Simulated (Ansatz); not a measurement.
# LiGeF3 (model cell, started as cubic perovskite with Ge in the octahedra): following an unstable mode

Which phase does LiGeF3 (model cell, started as cubic perovskite with Ge in the octahedra) fall into along its unstable mode, and how much energy does it gain?

Program: Ansatz 0.2.0. Level of theory: DFT r2SCAN, scalar-relativistic, plane waves, PAW; PAW set soft_1. Results are calculated unless marked as measured.

This is a report of a sequence of runs, with most program output left out.

The structure was built from a prototype and need not be the compound's stable phase.

## 1. The structure

The structure is cubic, space group Pm-3m (No. 221). Conventional cell: a = 4.340 Å, b = 4.340 Å, c = 4.340 Å, α = 90.00°, β = 90.00°, γ = 90.00°. Nearest to Li lie 12 F at 3.07 Å. Nearest to Ge lie 6 F at 2.17 Å. Nearest to F lie 2 Ge at 2.17 Å. Farther neighbours and most contacts between anions are not listed.

## 2. Response at finite wavevector

The cell comes from relaxations at this level that are not shown. Stability and thermal properties need the whole zone. Linear response on a 2×2×2 q mesh gives force constants as far as a supercell of that size would, and the tensors from the zone-centre run are typed in so that the long-range dipole term is interpolated apart.

input.yaml

```yaml
crystal:
  lattice:
    - [4.3400973773, 0.0, 0.0]
    - [0.0, 4.3400973773, 0.0]
    - [0.0, 0.0, 4.3400973773]
  atoms:
    - { symbol: Li, position: [0.0, 0.0, 0.0] }
    - { symbol: Ge, position: [0.5, 0.5, 0.5] }
    - { symbol: F, position: [0.5, 0.5, 0.0] }
    - { symbol: F, position: [0.5, 0.0, 0.5] }
    - { symbol: F, position: [0.0, 0.5, 0.5] }
kpoints:
  mp_grid: { grid: [12, 12, 12] }
hamiltonian:
  xc: r2scan
  pseudopotentials: { kind: paw, azcp: { folder: soft_1 } }
scf:
  occupations: { method: fixed }
output:
  eigenvalues: true
phonons:
  method: dfpt
  qmesh: [2, 2, 2]
  temperatures: { t_max: 1000, t_step: 50 }
  qpath:
    path:
      - [[0.0, 0.0, 0.0], [0.0, 0.5, 0.0], [0.5, 0.5, 0.0], [0.0, 0.0, 0.0], [0.5, 0.5, 0.5], [0.0, 0.5, 0.0]]
      - [[0.5, 0.5, 0.5], [0.5, 0.5, 0.0]]
    npoints: 10
  non_analytic_term:
    high_frequency_dielectric_tensor: [[3.4248, 0.0, 0.0], [0.0, 3.4248, 0.0], [0.0, 0.0, 3.4248]]
    born_effective_charges:
      - { species: Li, tensor: [[1.2413, 0.0, 0.0], [0.0, 1.2413, 0.0], [0.0, 0.0, 1.2413]] }
      - { species: Ge, tensor: [[3.7783, 0.0, 0.0], [0.0, 3.7783, 0.0], [0.0, 0.0, 3.7783]] }
      - { species: F, tensor: [[-0.3902, 0.0, 0.0], [0.0, -0.3902, 0.0], [0.0, 0.0, -4.2391]] }
      - { species: F, tensor: [[-0.3902, 0.0, 0.0], [0.0, -4.2391, 0.0], [0.0, 0.0, -0.3902]] }
      - { species: F, tensor: [[-4.2391, 0.0, 0.0], [0.0, -0.3902, 0.0], [0.0, 0.0, -0.3902]] }
    source: "zone-centre run at this cell"
```

The run is started by

```
ansatz run input.yaml --threads 8 --pin off --max-ram 16384MiB --backend cpu --events-out ev --progress --plain --runs-dir out
```

It took 10 min on 8 threads of AMD EPYC 7B13 (Zen 3), shared host; peak memory 10 GiB.

Numbers from this step:

* gap on the k-mesh: 1.426 eV
* volume per atom: 16.35 Å³
* sum-rule residual before enforcement: 2.25e-4 eV/Å²
* lowest frequency on the path: -308.1 cm⁻¹
* point group: m-3m
* highest frequency on the path or at a solved wavevector: 425.9 cm⁻¹
* highest optical mode at the zone centre (no LO-TO term): 155.4 cm⁻¹
* lowest optical zone-centre mode: -308.1 cm⁻¹
* lowest mode on the q mesh (acoustic modes at Γ apart): -308.1 cm⁻¹

Frequencies (cm⁻¹) solved at each irreducible wavevector; negative means imaginary. Frequencies by wavevector, by row:

```
q in reciprocal lattice units  star  mode 1  mode 2  mode 3  mode 4  mode 13  mode 14  mode 15
                        0 0 0     1  -308.1  -308.1  -308.1  -216.5    155.4    155.4    155.4
                     0 0 -0.5     3  -295.6  -295.6  -206.8  -206.8    137.1    255.9    415.3
                  0 -0.5 -0.5     3  -283.1  -202.5  -202.5  -182.2    271.4    297.2    414.4
               -0.5 -0.5 -0.5     1  -217.2  -217.2  -217.2  -141.4    296.7    296.7    425.9
```

Interpolated from a 2×2×2 q mesh, rough between the solved points, with the LO-TO term (at Γ the limit along the path; where Γ stands inside the path, tables give the limit on arrival). Phonon branches along the path, in cm⁻¹:

```
    point  branch 1  branch 2  branch 3  branch 4  branch 12  branch 13  branch 14  branch 15
        Γ      -308      -308      -263      -216        137        155        155        419
  halfway      -302      -302      -212      -212        139        139        193        418
        X      -296      -296      -207      -207        104        137        256        415
  halfway      -290      -204      -196      -151        174        213        264        407
        M      -283      -202      -202      -182        271        271        297        414
  halfway      -296      -206      -204      -174        139        175        216        395
        Γ      -308      -308      -263      -216        137        155        155        419
  halfway      -207      -207      -165      -165        180        204        204        377
        R      -217      -217      -217      -141        212        297        297        426
  halfway      -211      -195      -182      -153        186        219        257        400
        X      -296      -296      -207      -207        104        137        256        415
jump to R      -217      -217      -217      -141        212        297        297        426
  halfway      -209      -209      -203      -141        254        254        297        413
        M      -283      -202      -202      -182        271        271        297        414
```

Symmetry leaves 4 wavevectors to solve. The lowest mode among them, the acoustic zeros apart, lies at Γ and is imaginary, 308.1i cm⁻¹, so the energy falls along it.

## 3. The mode frozen in, largest atomic shift 0 Å

The mode followed lies at q = (0, 0, -0.5) with frequency 295.6i cm⁻¹ and is 2-fold degenerate, one of the unstable modes though not the softest. At small amplitude the distorted cell has space group no. 51 by a symmetry search on the positions. The undistorted cell that holds it gives the zero of energy on the same k mesh.

System of this step: LiGeF3 (model cell, started as cubic perovskite with Ge in the octahedra). It takes space group Pm-3m (No. 221, cubic). The conventional cell has a = 4.340 Å, b = 4.340 Å, c = 4.340 Å, α = 90.00°, β = 90.00°, γ = 90.00°. Nearest to Li lie 12 F at 3.07 Å. Nearest to Ge lie 6 F at 2.17 Å. F has 2 Ge at 2.17 Å nearest. Nearest to F lie 2 Ge at 2.17 Å. Farther neighbours and most contacts between anions are not listed.

input.yaml

```yaml
crystal:
  lattice:
    - [4.3400973773, 0.0, 0.0]
    - [0.0, 4.3400973773, 0.0]
    - [0.0, 0.0, 8.6801947546]
  atoms:
    - { symbol: Li, position: [0.0, 0.0, 0.0] }
    - { symbol: Li, position: [0.0, 0.0, 0.5] }
    - { symbol: Ge, position: [0.5, 0.5, 0.25] }
    - { symbol: Ge, position: [0.5, 0.5, 0.75] }
    - { symbol: F, position: [0.5, 0.5, 0.0] }
    - { symbol: F, position: [0.5, 0.5, 0.5] }
    - { symbol: F, position: [0.5, 0.0, 0.25] }
    - { symbol: F, position: [0.5, 0.0, 0.75] }
    - { symbol: F, position: [0.0, 0.5, 0.25] }
    - { symbol: F, position: [0.0, 0.5, 0.75] }
kpoints:
  mp_grid: { grid: [6, 6, 4] }
hamiltonian:
  xc: r2scan
  pseudopotentials: { kind: paw, azcp: { folder: soft_1 } }
scf:
  occupations: { method: gaussian, width: 0.02 }
output:
  forces: true
  stress: true
  eigenvalues: true
```

The job ended after 3.5 s (8 threads; peak memory 1.2 GiB).

This step gave:

| Property | Result |
| --- | --- |
| pressure | 0.01427 GPa |
| energy from the undistorted cell | 0 meV/atom |

At this level the gap is 1.43 eV on the k-mesh of the self-consistent run, which can miss the band edges.

## 4. The mode frozen in, largest atomic shift 0.32 Å

The atoms are moved along the unstable eigenvector, the largest shift by 0.32 Å, with the cell fixed.

input.yaml, the sections that differ from step 3:

```yaml
crystal:
  lattice:
    - [4.3400973773, 0.0, 0.0]
    - [0.0, 4.3400973773, 0.0]
    - [0.0, 0.0, 8.6801947546]
  atoms:
    - { symbol: Li, position: [0.0, 0.0, 0.0] }
    - { symbol: Li, position: [0.0, 0.0, 0.5] }
    - { symbol: Ge, position: [0.5, 0.4908720427, 0.25] }
    - { symbol: Ge, position: [0.5, 0.5091279573, 0.75] }
    - { symbol: F, position: [0.5, 0.5, 0.0] }
    - { symbol: F, position: [0.5, 0.5, 0.5] }
    - { symbol: F, position: [0.5, 0.0737310646, 0.25] }
    - { symbol: F, position: [0.5, -0.0737310646, 0.75] }
    - { symbol: F, position: [0.0, 0.4799758579, 0.25] }
    - { symbol: F, position: [0.0, 0.5200241421, 0.75] }
# kpoints, hamiltonian, scf, output: as in step 3
```

Elapsed: 4.8 s, on 8 threads; peak memory 1.3 GiB; 34 s of CPU time.

This step gave:

```
pressure                         : 1.962 GPa
gap on the k-mesh                : 1.753 eV
energy from the undistorted cell : -30.03 meV/atom
```

The energy, extrapolated to zero smearing, is -30.03 meV/atom against the undistorted cell.

The run ends at a pressure of 1.96 GPa, with forces up to 1.1 eV/Å.

## 5. Energy along the mode, all amplitudes (two of the runs are shown above)

An imaginary frequency means negative curvature, so the energy should fall and then rise again as anharmonic terms take over.

This step gave:

```
depth at the lowest point sampled  : 30.03 meV/atom
largest atomic shift at that point : 0.32 Å
```

The energy from the parent by largest atomic shift:

```
largest atomic shift (Å)  energy from the parent (meV/atom)
                   0.000                                  0
                   0.040                              -1.10
                   0.080                              -4.27
                   0.140                              -12.0
                   0.220                              -24.1
                   0.320                              -30.0
                   0.450                               17.5
```

Displacement at unit largest shift by atom:

```
atom  x (Å)  y (Å)  z (Å)  size
 Li1   0.00   0.00   0.00  0.00
 Li2   0.00   0.00   0.00  0.00
 Ge3   0.00  -0.12   0.00  0.12
 Ge4   0.00   0.12   0.00  0.12
  F5   0.00   0.00   0.00  0.00
  F6   0.00   0.00   0.00  0.00
  F7   0.00   1.00   0.00  1.00
  F8   0.00  -1.00   0.00  1.00
  F9   0.00  -0.27   0.00  0.27
 F10   0.00   0.27   0.00  0.27
```

The lowest of the steps tried is at 0.32 Å, 30.0 meV/atom below the parent; the bottom of the well need not coincide with a step.

## 6. Relaxing from the distorted cell

Starting from the lowest point found, all atoms and the cell are let go, so that strain and other modes of the same symmetry can join in.

input.yaml: that of step 4 with these lines changed.

```diff
@@ -22,3 +22,3 @@
 scf:
-  occupations: { method: gaussian, width: 0.02 }
+  occupations: { method: fixed }
 output:
@@ -27 +27,6 @@
   eigenvalues: true
+relax:
+  adjacent_minimum: "off"
+  f_tol: 0.002
+  max_steps: 120
+  cell: { stress_tol: 0.03 }
```

It took 43 s on 8 threads; peak memory 1.4 GiB.

Step by step:

```
step  energy less that of the first step (eV)  largest force component (eV/Å)  pressure (GPa)  volume (Å³)
   1                                   0.0000                          1.1258            1.96       163.50
   2                                  -0.2929                          0.2894           -0.80       169.76
   3                                  -0.3653                          0.4434           -1.68       168.96
   4                                  -0.4347                          0.0867           -0.52       166.49
   5                                  -0.4485                          0.1042            0.16       163.59
   6                                  -0.4501                          0.0253            0.10       163.38
   7                                  -0.4508                          0.0089           -0.01       163.69
   8                                  -0.4510                          0.0041            0.00       163.68
   9                                  -0.4510                          0.0011            0.00       163.70
 10*                                  -0.4499                          0.0015           -0.01       163.70
```

Relaxation steps marked * repeat the geometry before them on a plane-wave basis chosen anew for their cell, so energy and pressure can jump there.

The run keeps the 8 symmetry operations that it works with, so distortions that break them were not tested.

```
     cell as run  before  after  change
           a (Å)   4.340  4.163  -4.1 %
           b (Å)   4.340  4.655  +7.2 %
           c (Å)   8.680  8.448  -2.7 %
volume (Å³/atom)   16.35  16.37  +0.1 %
```

The atoms that moved most (Å, as changes of fractional coordinates times the final cell):

```
atom     dx      dy     dz  length
  F9  0.000  -0.271  0.000   0.271
 F10  0.000   0.271  0.000   0.271
  F7  0.000   0.247  0.000   0.247
  F8  0.000  -0.247  0.000   0.247
 Ge4  0.000  -0.147  0.000   0.147
 Ge3  0.000   0.147  0.000   0.147
```

Final coordinates:

```cif
data_structure
_symmetry_space_group_name_H-M 'P 1'
_symmetry_Int_Tables_number 1
_cell_length_a 4.1630
_cell_length_b 4.6547
_cell_length_c 8.4480
_cell_angle_alpha 90.000
_cell_angle_beta 90.000
_cell_angle_gamma 90.000
_cell_volume 163.70
loop_
_atom_site_label
_atom_site_type_symbol
_atom_site_fract_x
_atom_site_fract_y
_atom_site_fract_z
_atom_site_occupancy
Li1 Li 0.00000 0.00000 0.00000 1
Li2 Li 0.00000 0.00000 0.50000 1
Ge3 Ge 0.50000 0.52254 0.25000 1
Ge4 Ge 0.50000 0.47746 0.75000 1
F5 F 0.50000 0.50000 0.00000 1
F6 F 0.50000 0.50000 0.50000 1
F7 F 0.50000 0.12678 0.25000 1
F8 F 0.50000 0.87322 0.75000 1
F9 F 0.00000 0.42172 0.25000 1
F10 F 0.00000 0.57828 0.75000 1
```

This step gave:

- pressure: -0.008052 GPa
- gap on the k-mesh: 2.984 eV
- volume per atom: 16.37 Å³

The distorted start has space group Pmma; the relaxation ends in Pmma.

## 7. The new phase in its own primitive cell

The relaxed structure is symmetrised, reduced to its primitive cell and relaxed tightly, as its phonons need.

input.yaml

```yaml
crystal:
  lattice:
    - [8.4479964436, 0.0, 0.0]
    - [0.0, 4.1629699773, 0.0]
    - [0.0, 0.0, 4.6547493287]
  atoms:
    - { symbol: Li, position: [0.0, 0.0, 0.0] }
    - { symbol: Li, position: [0.5, 0.0, 0.0] }
    - { symbol: Ge, position: [0.25, 0.5, 0.5225392776] }
    - { symbol: Ge, position: [0.75, 0.5, 0.4774607224] }
    - { symbol: F, position: [0.0, 0.5, 0.5] }
    - { symbol: F, position: [0.5, 0.5, 0.5] }
    - { symbol: F, position: [0.25, 0.5, 0.1267843187] }
    - { symbol: F, position: [0.75, 0.5, 0.8732156813] }
    - { symbol: F, position: [0.25, 0.0, 0.4217158754] }
    - { symbol: F, position: [0.75, 0.0, 0.5782841246] }
kpoints:
  mp_grid: { grid: [4, 6, 4] }
hamiltonian:
  xc: r2scan
  pseudopotentials: { kind: paw, azcp: { folder: soft_1 } }
scf:
  occupations: { method: fixed }
output:
  forces: true
  stress: true
  eigenvalues: true
relax:
  adjacent_minimum: "off"
  f_tol: 0.001
  max_steps: 60
  cell: { stress_tol: 0.01 }
```

It took 13 s on 8 threads; peak memory 1.3 GiB.

Little changed from the start: no atom moved by 0.005 Å and no cell edge by 0.1 %.

A gap read on the k-mesh alone can miss the band edges.

Numbers from this step:

| Property | Result |
| --- | --- |
| pressure | 2.56e-4 GPa |
| gap on the k-mesh | 2.986 eV |
| direct gap on mesh | 3.291 eV |

The largest force component left is 0.59 meV/Å and the pressure is 0.000 GPa, within the tolerances set. The cell now holds 16.37 Å³/atom.

## 8. Results

```json
{
  "unstable mode of the parent": "q = (0, 0, -0.5), 296i cm⁻¹",
  "depth at the lowest point sampled": "30.0 meV/atom",
  "largest atomic shift at that point": "0.32 Å",
  "space group reached (within 0.01 Å)": "Pmma",
  "energy gained over the parent (first relaxation, on the mesh of the frozen mode)": "75.0 meV/atom",
  "volume per atom, phase reached": "16.4 Å³",
  "gap on the k-mesh, phase reached": "2.99 eV"
}
```

In words: Along this mode the structure falls into Pmma, 75.0 meV/atom below the parent. At the parent's cell the well is 30.03 meV/atom deep on the steps tried, with its lowest point at a shift of 0.32 Å. Relaxing atoms and cell changes the gain by +44.99 meV/atom against the lowest step (energies at zero smearing). The modes of the phase reached were not computed on this path. Of the 6 patterns followed to their end from this parent, this one ends 288 meV/atom above the lowest, R3m. Each path keeps the symmetry of its pattern, so a lower phase may lie along a pattern not tried. The q mesh stands for a supercell only 8.7 Å across, so branches between the solved wavevectors are rough. The starting cell was built on a prototype and not taken from a measurement, so the phase need not exist.

[Logs are printed without paths, hosts, clocks, repeated set-up lines and the standing remarks that a program may print on its own settings, such as how far it seeks lower states.]

[Hosts, paths, dates, database ids (printed as entryN), source tags and the programs' standing remarks are cut or masked in the printed files.]
